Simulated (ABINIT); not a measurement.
**Quasiparticle gap of GaCuSe2 (I-42d) in ABINIT**

Aim: the G0W0 gap of GaCuSe2 (I-42d) on PBE, step by step.

Main program and level: ABINIT 10.8.3; PBE and many-body steps on it, plane waves.

**Experimental background.**

- Gap 1.72 eV: thermal gap from intrinsic conductivity perpendicular to c, 380-530 K; temperature-dependent electrical conductivity; bulk crystal (n-type Bridgman-grown single crystal) (“Growth and anisotropy of transport properties of CuGaSe2 single crystals”, 2018, pmc:6251020).

- Gap 1.7 eV: thermal gap from Hall coefficient in intrinsic region, perpendicular to c; temperature-dependent Hall effect; bulk crystal (n-type Bridgman-grown single crystal) (“Growth and anisotropy of transport properties of CuGaSe2 single crystals”, 2018, pmc:6251020).

Most raw output is cut from this account.

In doubt: a PseudoDojo file used here is known to give poor structures and forces, which bears on pressures, cells, forces and phonons.

## Step 1: The starting structure

Symmetry: I-42d, No. 122, tetragonal system. The conventional cell has a = 5.619 Å, b = 5.619 Å, c = 11.026 Å, α = 90.00°, β = 90.00°, γ = 90.00°. Nearest to Ga lie 4 Se at 2.42 Å. Nearest to Cu lie 4 Se at 2.42 Å. Nearest to Se lie 2 Ga at 2.42 Å and 2 Cu at 2.42 Å. Farther neighbours and most contacts between anions are not listed.

The cell and positions come from the Crystallography Open Database and are kept as given unless a step says otherwise.

## Step 2: Ground state

This step: ABINIT 10.8.3; DFT, PBE, plane waves, norm-conserving pseudopotentials.

The ground-state density comes first.

The input, run.abi:

```
acell 3*1.0 Angstrom
rprim 
  -2.809550000000 2.809550000000 5.513000000000
  2.809550000000 -2.809550000000 5.513000000000
  2.809550000000 2.809550000000 -5.513000000000
ntypat 3
znucl 31 29 34
natom 8
typat 1 1 2 2 3 3 3 3
xred 
  0.500000000000 0.500000000000 0.000000000000
  0.250000000000 0.750000000000 0.500000000000
  0.000000000000 0.000000000000 0.000000000000
  0.750000000000 0.250000000000 0.500000000000
  0.375000000000 0.375620000000 0.500620000000
  0.624380000000 0.125000000000 0.999380000000
  0.875000000000 0.874380000000 0.499380000000
  0.125620000000 0.625000000000 0.000620000000
pp_dirpath "pseudos"
pseudos "Ga.upf, Cu.upf, Se.upf"
ecut 50
ngkpt 4 4 4
nshiftk 1
shiftk 0 0 0
kptopt 1
chksymbreak 0
nband 96
occopt 1
tolvrs 1e-08
nstep 60
prtwf 0
optforces 0
optstress 0
indata_prefix "in"
outdata_prefix "out"
tmpdata_prefix "tmp"
```

Started as:

```sh
$ OMP_NUM_THREADS=1 mpirun -n 13 abinit run.abi > log
```

Run time: 6.4 min. Hardware: 13 MPI ranks of Arm Neoverse V1, shared host; peak memory 4 GiB.

Numbers from this step:

| Property | Result |
| --- | --- |
| total energy | -60856.4579 eV |
| gap | 0.2242 eV |
| k of the valence top | 0, 0, 0 |
| k of the conduction bottom | 0, 0, 0 |
| least direct gap | 0.2242 eV |

The gap is direct, at Γ.

## Step 3: Bands along the symmetry lines

Levels along a band path, at the cheap level, show where the edges lie and whether the meshes to come will hold them.

run.abi: that of step 2 with these lines changed.

```diff
@@ -21,14 +21,45 @@
 ecut 50
-ngkpt 4 4 4
-nshiftk 1
-shiftk 0 0 0
-kptopt 1
-chksymbreak 0
-nband 96
-occopt 1
-tolvrs 1e-08
-nstep 60
+iscf -2
+irdden 1
+kptopt 0
+nkpt 31
+kpt 
+  0.00000000 0.00000000 0.00000000
+  0.00000000 0.00000000 0.16666667
+  0.00000000 0.00000000 0.33333333
+  0.00000000 0.00000000 0.50000000
+  0.08333333 0.08333333 0.41666667
+  0.16666667 0.16666667 0.33333333
+  0.25000000 0.25000000 0.25000000
+  0.16666667 0.33333333 0.16666667
+  0.08333333 0.41666667 0.08333333
+  0.00000000 0.50000000 0.00000000
+  0.00000000 0.33333333 0.00000000
+  0.00000000 0.16666667 0.00000000
+  0.00000000 0.00000000 0.00000000
+  0.16666667 0.16666667 -0.16666667
+  0.33333333 0.33333333 -0.33333333
+  0.50000000 0.50000000 -0.50000000
+  0.43830961 0.56169039 -0.43830961
+  0.37661922 0.62338078 -0.37661922
+  0.31492883 0.68507117 -0.31492883
+  -0.31492883 0.31492883 0.31492883
+  -0.20995255 0.20995255 0.20995255
+  -0.10497628 0.10497628 0.10497628
+  0.00000000 0.00000000 0.00000000
+  -0.00000000 0.00000000 0.50000000
+  -0.04328588 0.04328588 0.50000000
+  -0.08657177 0.08657177 0.50000000
+  -0.12985765 0.12985765 0.50000000
+  0.50000000 0.50000000 -0.12985765
+  0.50000000 0.50000000 -0.25323843
+  0.50000000 0.50000000 -0.37661922
+  0.50000000 0.50000000 -0.50000000
+istwfk *1
+nband 95
+nbdbuf 2
+tolwfr 1e-08
+nstep 40
 prtwf 0
-optforces 0
-optstress 0
+prtvol 0
 indata_prefix "in"
```

Started as:

```sh
$ OMP_NUM_THREADS=1 mpirun -n 16 abinit run.abi > log
```

It took 4.2 min on 16 MPI ranks; peak memory 3.4 GiB; 67 min of CPU time.

Numbers from this step:

- gap: 0.2242 eV
- k of the valence top: 0, 0, 0
- k of the conduction bottom: 0, 0, 0
- least direct gap: 0.2242 eV

The gap is 0.224 eV, as in the run before at this level.

Electronic bands along the path, in eV, zero at the top of the highest filled band:

| point | band 85 | band 86 | band 87 | band 88 | band 89 | band 90 | band 91 | band 92 |
| --- | --- | --- | --- | --- | --- | --- | --- | --- |
| Γ | -1.53 | -0.13 | -0.13 | 0.00 | 0.22 | 1.90 | 2.27 | 3.98 |
| X | -0.82 | -0.82 | -0.50 | -0.50 | 1.18 | 1.18 | 3.31 | 3.31 |
| P | -0.85 | -0.85 | -0.68 | -0.68 | 1.62 | 1.62 | 3.04 | 3.04 |
| N | -1.34 | -1.21 | -1.09 | -0.55 | 2.19 | 2.58 | 3.23 | 4.13 |
| Γ | -1.53 | -0.13 | -0.13 | 0.00 | 0.22 | 1.90 | 2.27 | 3.98 |
| M | -1.22 | -1.22 | -0.91 | -0.91 | 1.87 | 1.87 | 1.96 | 1.96 |
| S | -1.41 | -1.19 | -0.74 | -0.56 | 1.97 | 2.41 | 2.51 | 3.45 |
| jump to S0 | -1.41 | -1.19 | -0.74 | -0.56 | 1.97 | 2.41 | 2.51 | 3.45 |
| Γ | -1.53 | -0.13 | -0.13 | 0.00 | 0.22 | 1.90 | 2.27 | 3.98 |
| jump to X | -0.82 | -0.82 | -0.50 | -0.50 | 1.18 | 1.18 | 3.31 | 3.31 |
| R | -0.85 | -0.85 | -0.69 | -0.69 | 1.46 | 1.46 | 3.83 | 3.83 |
| jump to G | -0.85 | -0.85 | -0.69 | -0.69 | 1.46 | 1.46 | 3.83 | 3.83 |
| M | -1.22 | -1.22 | -0.91 | -0.91 | 1.87 | 1.87 | 1.96 | 1.96 |

## Step 4: Empty states on the mesh, 2×2×2 mesh, 223 bands

The sums over transitions need many empty states on a uniform mesh; this step solves for them.

The input, run.abi:

```
acell 3*1.0 Angstrom
rprim 
  -2.809550000000 2.809550000000 5.513000000000
  2.809550000000 -2.809550000000 5.513000000000
  2.809550000000 2.809550000000 -5.513000000000
ntypat 3
znucl 31 29 34
natom 8
typat 1 1 2 2 3 3 3 3
xred 
  0.500000000000 0.500000000000 0.000000000000
  0.250000000000 0.750000000000 0.500000000000
  0.000000000000 0.000000000000 0.000000000000
  0.750000000000 0.250000000000 0.500000000000
  0.375000000000 0.375620000000 0.500620000000
  0.624380000000 0.125000000000 0.999380000000
  0.875000000000 0.874380000000 0.499380000000
  0.125620000000 0.625000000000 0.000620000000
pp_dirpath "pseudos"
pseudos "Ga.upf, Cu.upf, Se.upf"
ecut 50
ngkpt 2 2 2
nshiftk 1
shiftk 0 0 0
kptopt 1
chksymbreak 0
iscf -2
irdden 1
istwfk *1
nband 223
nbdbuf 20
tolwfr 1e-09
nstep 60
prtvol 0
indata_prefix "in"
outdata_prefix "out"
tmpdata_prefix "tmp"
```

Started as:

```sh
$ OMP_NUM_THREADS=4 mpirun -n 4 abinit run.abi > log
```

The job ended after 2.1 min (4 MPI ranks; peak memory 0.89 GiB; 20 min of CPU time).

Numbers from this step:

| Quantity | Value |
| --- | --- |
| gap | 0.2242 eV |
| k of the valence top | 0, 0, 0 |
| k of the conduction bottom | 0, 0, 0 |
| least direct gap | 0.2242 eV |
| k points computed | 4 |
| lowest point of the top converged band, above the valence top | 37.71 eV |

On this mesh the gap is 0.224 eV.

## Step 5: Screening, 2×2×2 mesh, 203 bands, screening to 106.1 eV

The RPA dielectric matrix is built and inverted for each q.

This step: RPA screening on PBE, plane waves, norm-conserving pseudopotentials.

run.abi: that of step 4 with these lines changed.

```diff
@@ -26,10 +26,11 @@
 chksymbreak 0
-iscf -2
-irdden 1
 istwfk *1
-nband 223
-nbdbuf 20
-tolwfr 1e-09
-nstep 60
-prtvol 0
+occopt 1
+irdwfk 1
+optdriver 3
+nband 203
+ecuteps 3.9
+inclvkb 2
+awtr 1
+symchi 1
 indata_prefix "in"
@@ -37 +38,2 @@
 tmpdata_prefix "tmp"
+gwmem 10
```

Started as:

```sh
$ OMP_NUM_THREADS=2 mpirun -n 8 abinit run.abi > log
```

The job ended after 39 min (8 MPI ranks; peak memory 5.2 GiB).

This step gave:

| Quantity | Value |
| --- | --- |
| ε∞ with local fields, on this mesh, along the program's q direction | 338.8 |
| the same without local fields | 373.8 |
| plasma frequency | 37.34 eV |
| plane waves in the screening matrix | 445 |

Local fields lower ε∞ by 9 %. The value itself is an artefact of the mesh, where one narrow direct gap carries too much weight.

## Step 6: Self-energy, 2×2×2 mesh, 203 bands, screening to 106.1 eV

The self-energy is evaluated for the states that the input lists, and the levels follow from it, in one-shot runs by the linearised quasiparticle equation.

This step: G0W0 on PBE, plane waves, norm-conserving pseudopotentials.

run.abi: that of step 5 with these lines changed.

```diff
@@ -29,8 +29,15 @@
 irdwfk 1
-optdriver 3
+optdriver 4
 nband 203
+gwcalctyp 0
+ecutsigx 50
+symsigma 1
+nkptgw 1
+kptgw 
+  0.0000000000 0.0000000000 0.0000000000
+bdgw 
+  86 90
 ecuteps 3.9
-inclvkb 2
-awtr 1
-symchi 1
+irdscr 1
+ppmodel 1
 indata_prefix "in"
@@ -38,2 +45,2 @@
 tmpdata_prefix "tmp"
-gwmem 10
+gwmem 00
```

Started as:

```sh
$ OMP_NUM_THREADS=1 mpirun -n 16 abinit run.abi > log
```

Wall time 58 s (16 MPI ranks); peak memory 19 GiB.

Numbers from this step:

```yaml
g0w0_gap_on_the_points_computed: 0.5990 eV
starting_gap_on_the_mesh: 0.2242 eV
k_of_the_valence_top: 0, 0, 0
k_of_the_conduction_bottom: 0, 0, 0
z_at_the_valence_top: 0.757
z_at_the_conduction_bottom: 0.813
least_direct_g0w0_gap_on_the_computed_points: 0.5990 eV
```

The gap on the mesh goes from 0.22 eV to 0.60 eV, a correction of +0.37 eV.

Limits: finite bands, cutoff and mesh; d shell near the gap, gap tends to lie low; no spin-orbit coupling; coarse k mesh. v1 is the top filled band, c1 the lowest empty one. The levels before and after the correction (eV, zero at the valence-band top of each column):

|  | conduction bottom | valence top |
| --- | --- | --- |
| Kohn-Sham | 0.22 | 0.00 |
| G0W0 | 0.60 | 0.00 |

|  | level | energy (eV) |
| --- | --- | --- |
| Kohn-Sham | Γ v3-v2 | -0.128 |
| Kohn-Sham | Γ v1 | 0.000 |
| Kohn-Sham | Γ c1 | 0.224 |
| Kohn-Sham | Γ c2 | 1.901 |
| G0W0 | Γ v3-v2 | -0.133 |
| G0W0 | Γ v1 | 0.000 |
| G0W0 | Γ c1 | 0.599 |
| G0W0 | Γ c2 | 1.922 |

## Step 7: Where the time went

Times are wall times on the hardware named with each run, good to a factor of about two.

| step | time | share | memory (GiB) |
| --- | --- | --- | --- |
| ground state | 6.4 min | 12 % | 4.0 |
| bands along the symmetry lines | 4.2 min | 8 % | 3.4 |
| empty states on the mesh | 2.1 min | 4 % | 0.89 |
| screening | 39 min | 74 % | 5.2 |
| self-energy | 58 s | 2 % | 19 |

## Step 8: Results

| Item | Value |
| --- | --- |
| PBE gap | 0.22 eV, direct |
| G0W0 gap on the mesh | 0.60 eV |
| GW settings | 2×2×2 mesh, 203 bands, screening to 106.1 eV, Godby-Needs plasmon pole |
| known limits | not at the basis limit; screening runs away on this mesh; d shell near the gap, gap tends to lie low; no spin-orbit coupling; coarse k mesh |

In words: G0W0 moves the gap on the mesh from 0.22 eV to 0.60 eV (+0.37 eV), with Z of 0.76 and 0.81 at the edges. Local fields lower the RPA ε∞ on this mesh from 373.77 to 338.84; a Γ-centred mesh this coarse tends to raise both, most where the direct gap is narrow, while a short band sum lowers them. Only 1 of the mesh's irreducible points was corrected, so a valley elsewhere could overtake. The dearest step here is «screening». Against experiment, by G0W0@PBE: the gap of 0.60 eV lies −1.12 eV from the measured 1.72 eV (transport, 2018); the gap of 0.60 eV lies −1.10 eV from the measured 1.7 eV (transport, 2018). The calculation has static nuclei and no excitons; a measured gap holds zero-point and thermal motion, which mostly lowers it. Bands and cutoff are finite, so the gap is not at the basis limit. The miss can reach some tenths of an eV and take either sign; the mesh is an error of its own. In the G0W0 run levels were corrected at 1 k point alone, so a gap called «on the mesh» is the least over those, and an edge elsewhere would be missed. The 2×2×2 mesh is coarse for this cell, which bears on the long-range parts of exchange and screening. On this mesh the RPA ε∞ passes 90, more than nearly any semiconductor shows; a coarse mesh does this where one point with a narrow direct gap carries much weight. The screening is then too strong, and the G0W0 gap should not be taken as the material's. A d shell, filled or nearly so, lies near the gap. One-shot GW converges very slowly in bands there, not always from below, and on a semilocal start the gap tends to come out low; starts rich in exact exchange can overshoot instead. The many-body steps are scalar-relativistic: spin-orbit coupling is not in them.

[Paths, hosts, dates, memory and timing lines, banners, echoed tables and standing remarks are left out of the program output.]

[Logs are printed without paths, hosts, clocks, repeated set-up lines and the standing remarks that a program may print on its own settings, such as how far it seeks lower states.]

[Runs of the session that timed out or met a known fault of the program may be left out.]

[Hosts, paths, dates, database ids (printed as entryN), source tags and the programs' standing remarks are cut or masked in the printed files.]

[G0W0 gaps are taken among the corrected bands and points alone; a level outside them can change the order at an edge.]

[Where Ansatz stands beside ABINIT at settings called matched, ABINIT's density can come from a denser mesh and the files from another edition; pairs whose starting gaps differed by over 0.03 eV were left out, so agreement reads better than it is.]
